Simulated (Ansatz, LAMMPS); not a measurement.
# Elastic response of amorphous 64HfO2-36SiO2 (mol %) (84 atoms), part 4 of 4

How stiff is amorphous 64HfO2-36SiO2 (mol %) (84 atoms), and how do its levels respond to strain?

Ansatz 0.2.0; Kohn-Sham DFT, PBE, PAW (set soft_2), plane waves.

The cell: 18 Hf, 10 Si and 56 O. The quench rate of 50 K/ps far exceeds what a furnace or splat quench reaches. The network of bonds at the start is that of the classical potential that made the cell. Only the Γ point is sampled. The levels lack spin–orbit coupling.

So far. Step 11 (Compressed by 1 % along x): The relaxation converged after 5 steps, 0.0619 eV below its start, with a largest force component of 0.043 eV/Å. Step 11 (Compressed by 1 % along x): Compressed by 1 % along x: the energy stands 0.0594 eV above that of the reference, at a pressure of 0.937 GPa.

## 12. Sheared by 2 % in xy

A shear of the relaxed cell gives the modulus that volume changes can't reach.

input.yaml

```yaml
crystal:
  lattice:
    - [10.39752, 0.3066, -0.11568]
    - [0.30712, 10.4493, -0.12117]
    - [-0.11689, -0.12233, 10.35752]
  atoms:
    [... the 84 atom lines of step 4 ...]
kpoints:
  mp_grid: { grid: [1, 1, 1] }
hamiltonian:
  xc: pbe
scf:
  occupations: { method: gaussian, width: 0.025 }
output:
  forces: true
  eigenvalues: true
  stress: true
relax:
  f_tol: 0.05
  max_steps: 70
```

Started as:

```console
> ansatz run input.yaml --threads 4 --pin off --max-ram 8192MiB --backend cpu --events-out ev --progress --plain --runs-dir out
```

Numbers of over 12 decimals in the logs are rounded to 6 here.

Log:

```text
[...]
Crystal: 84 atoms, lattice volume = 1124.049 Å³
Basis set: ecut = 420 eV, 21971 PW (Γ), exchange–correlation on 144×144×144 points (8 copies of the dense FFT grid, shifted against one another)
Bands: 507, of which v1, the nominal top of the filled ones, is band 422 counted from 1 (421 counted from 0)
Symmetry: 1 space group operations
[...]
k-points: 1
[...]
SCF iter   1: F=—  HF=-321239.476029 eV  |F-HF|=—  |Δ(HF+E_count)|=         —  Δρ=3.55e-3  dr2=1.67e-1  ethr=1.77e-3  ⟨swp⟩=6.0  Hψ=1797  notcnv=0  defer=56
[...]
SCF iter   5: F=—  HF=-321239.467378 eV  |F-HF|=—  |Δ(HF+E_count)|=   2.10e-4  Δρ=1.51e-4  dr2=2.46e-4  ethr=9.94e-8  ⟨swp⟩=2.0  Hψ=849  notcnv=0  defer=77
SCF iter   6: F=-321239.467364 eV  HF=-321239.467354 eV  |F-HF|=1.03e-5  |Δ(HF+E_count)|=   2.42e-5  Δρ=4.52e-5  dr2=2.70e-5  ethr=7.41e-9  ⟨swp⟩=15.0  Hψ=2600  notcnv=0
SCF 1 converged in 6 iterations: F = -321239.467364 eV  dr2 = 2.70e-5
[...]
relax step   1: F+E_penalty+E_count = -321239.46736449 eV  Δ(F+E_penalty+E_count) = +0.000e0 eV  max|allowed force component| = 5.261e-1 eV/Å  Δτ_max = 0.0000 Å  (6 SCF iters, dr2 threshold 6.25e-5 eV, accepted)
[...]
relax step   2: F+E_penalty+E_count = -321239.52747517 eV  Δ(F+E_penalty+E_count) = -6.011e-2 eV  max|allowed force component| = 3.338e-1 eV/Å  Δτ_max = 0.0300 Å  (6 SCF iters, dr2 threshold 1.73e-5 eV, accepted)
[...]
relax step   3: F+E_penalty+E_count = -321239.54829661 eV  Δ(F+E_penalty+E_count) = -2.082e-2 eV  max|allowed force component| = 1.461e-1 eV/Å  Δτ_max = 0.0100 Å  (6 SCF iters, dr2 threshold 6.96e-6 eV, accepted)
relax step   4: F+E_penalty+E_count = -321239.55187948 eV  Δ(F+E_penalty+E_count) = -3.583e-3 eV  max|allowed force component| = 1.642e-1 eV/Å  Δτ_max = 0.0725 Å  (7 SCF iters, dr2 threshold 4.09e-6 eV, accepted)
relax step   5: F+E_penalty+E_count = -321239.55763819 eV  Δ(F+E_penalty+E_count) = -5.759e-3 eV  max|allowed force component| = 2.158e-2 eV/Å  Δτ_max = 0.0415 Å  (6 SCF iters, dr2 threshold 5.16e-6 eV, accepted)
[...]
relax step   6: F+E_penalty+E_count = -321239.55763974 eV  Δ(F+E_penalty+E_count) = -1.550e-6 eV  max|allowed force component| = 2.168e-2 eV/Å  Δτ_max = 0.0000 Å  (4 SCF iters, accepted)
SCF converged after 4 iterations
Free energy (F): -321239.557640 eV
[...]
Internal energy: -321239.557640 eV  (E = F + TS)
E sigma→0 (E₀):  -321239.557640 eV
Fermi energy:    10.316056 eV
[...]
Σ components = -321239.557640   (vs F -321239.557640, Δ=0.00e0)
--- Forces (eV/Å), atoms counted from 1 ---
  atom   1  Hf     0.00830690     0.00496990     0.00835626
  atom   2  Hf    -0.00423474     0.00127969     0.00832283
  atom   3  Hf     0.00116021    -0.00768599     0.00361693
  atom   4  Hf     0.00945601     0.00993798     0.00480155
[...]
atom  84  O     -0.00093580    -0.00110411    -0.00350146
  max |Σ_I F_I| component: 1.70e-4 eV/Å
--- Stress (GPa, compression-positive) ---
       -0.024138      -1.054136       0.148748
       -1.054135       0.063797      -0.061045
        0.148748      -0.061045       0.060842
  P = ⅓ Tr σ = 0.0335 GPa (0.335 kbar)
--- Band table (eV) ---
[...]
--- Relaxed structure (6 steps of the walk, 6 accepted, 0 SCFs on fresh bases) ---
  F+E_penalty+E_count = -321239.55763974 eV   max|allowed force component| = 2.168e-2 eV/Å
  atoms:
    - { symbol: Hf, position: [0.136552, 0.349277, 0.090699] }
    - { symbol: Hf, position: [0.846076, 0.192724, 0.620364] }
    - { symbol: Hf, position: [0.330747, 0.119060, 0.569003] }
    - { symbol: Hf, position: [0.076808, 0.628579, 0.312278] }
[...]
- { symbol: O, position: [0.461766, 0.411913, 0.476163] }
```

Elapsed: 94 s, on 4 threads of Arm Neoverse V2, shared host; peak memory 1.9 GiB; 5.9 min of CPU time.

The relaxation converged after 6 steps, 0.0903 eV below its start, with a largest force component of 0.022 eV/Å.

Sheared by 2 % in xy: the energy stands 0.0731 eV above that of the reference, at a pressure of 0.0335 GPa.

## 13. Pressure against volume

Atoms are relaxed at each volume, in the scaled cell.

```csv
volume change (%),volume (Å³/atom),energy change (meV/atom),pressure (GPa),largest move on relaxing (Å),bonds,gap (eV)
-10,12.045,42.88,11.35,0.70,156,3.78
-6,12.580,14.68,5.90,0.46,155,3.96
-3,12.981,3.75,2.98,0.15,151,4.15
+0,13.383,0.00,-0.02,-,150,4.22
+3,13.784,3.49,-2.75,0.13,149,4.25
+6,14.186,11.36,-4.25,0.85,147,4.27
```

## 14. Uniaxial strain and shear

Stress (GPa, compression positive) less that of the relaxed cell, atoms relaxed:

```
                   strain      xx      yy      zz      xy  energy change (meV/atom)
 stretched by 1 % along x  -1.684  -0.609  -0.550  -0.012                      0.71
compressed by 1 % along x   1.700   0.625   0.556   0.013                      0.71
     sheared by 2 % in xy   0.005   0.062   0.101  -1.077                      0.87
```

## 15. Outcome

The bulk modulus, from the slope of pressure against ln V over the three points nearest the relaxed volume, is 95.5 GPa; between neighbouring points the slope runs 125, 93, 99, 92 and 52 GPa from the smallest volume up, without a steady fall, so no pressure derivative is given. The count of bonds runs from 147 to 156 over the series, so at some points contacts cross the cutoffs. At -10 % and +6 % some atom moved by over 0.5 Å on relaxing, so those points may sit in another local minimum. The gap goes from 3.78 eV at the smallest volume to 4.27 eV at the largest, +3.1 eV per unit of ln V by a straight line, on the run's k-points. In the Cartesian axes of the cell, finite differences give C11 = 169, C12 = 61.7, C13 = 55.3 and C66 = 53.9 GPa (the shear of 2 % is the engineering strain, εxy = 0.01). The mean of C11, C12 and C13, which equals the bulk modulus in a cubic or isotropic solid, is 95.4 GPa: it agrees with the bulk modulus within 10 %. For an isotropic solid C66 would equal (C11 − C12)/2 = 53.7 GPa; so small a sample needn't be isotropic, and C66 rests on one shear. With the bulk modulus and C66 as K and G, Young's modulus would be about 136 GPa and Poisson's ratio 0.26.

Caveats: Strains are finite and relaxations stop at the force tolerance of the input, which can leave moduli too stiff; they are those of a static cell at zero temperature. Volumes are changed with the cell's shape held, so in an anisotropic solid the modulus lies over the one under free hydrostatic load. The program notes that the SCF threshold of the relaxations is loose for the stress.

The DFT runs together took 26 min of wall time.

[Logs are printed without paths, hosts, clocks, repeated set-up lines and the standing remarks that a program may print on its own settings, such as how far it seeks lower states.]

[Hosts, paths, dates, database ids (printed as entryN), source tags and the programs' standing remarks are cut or masked in the printed files.]
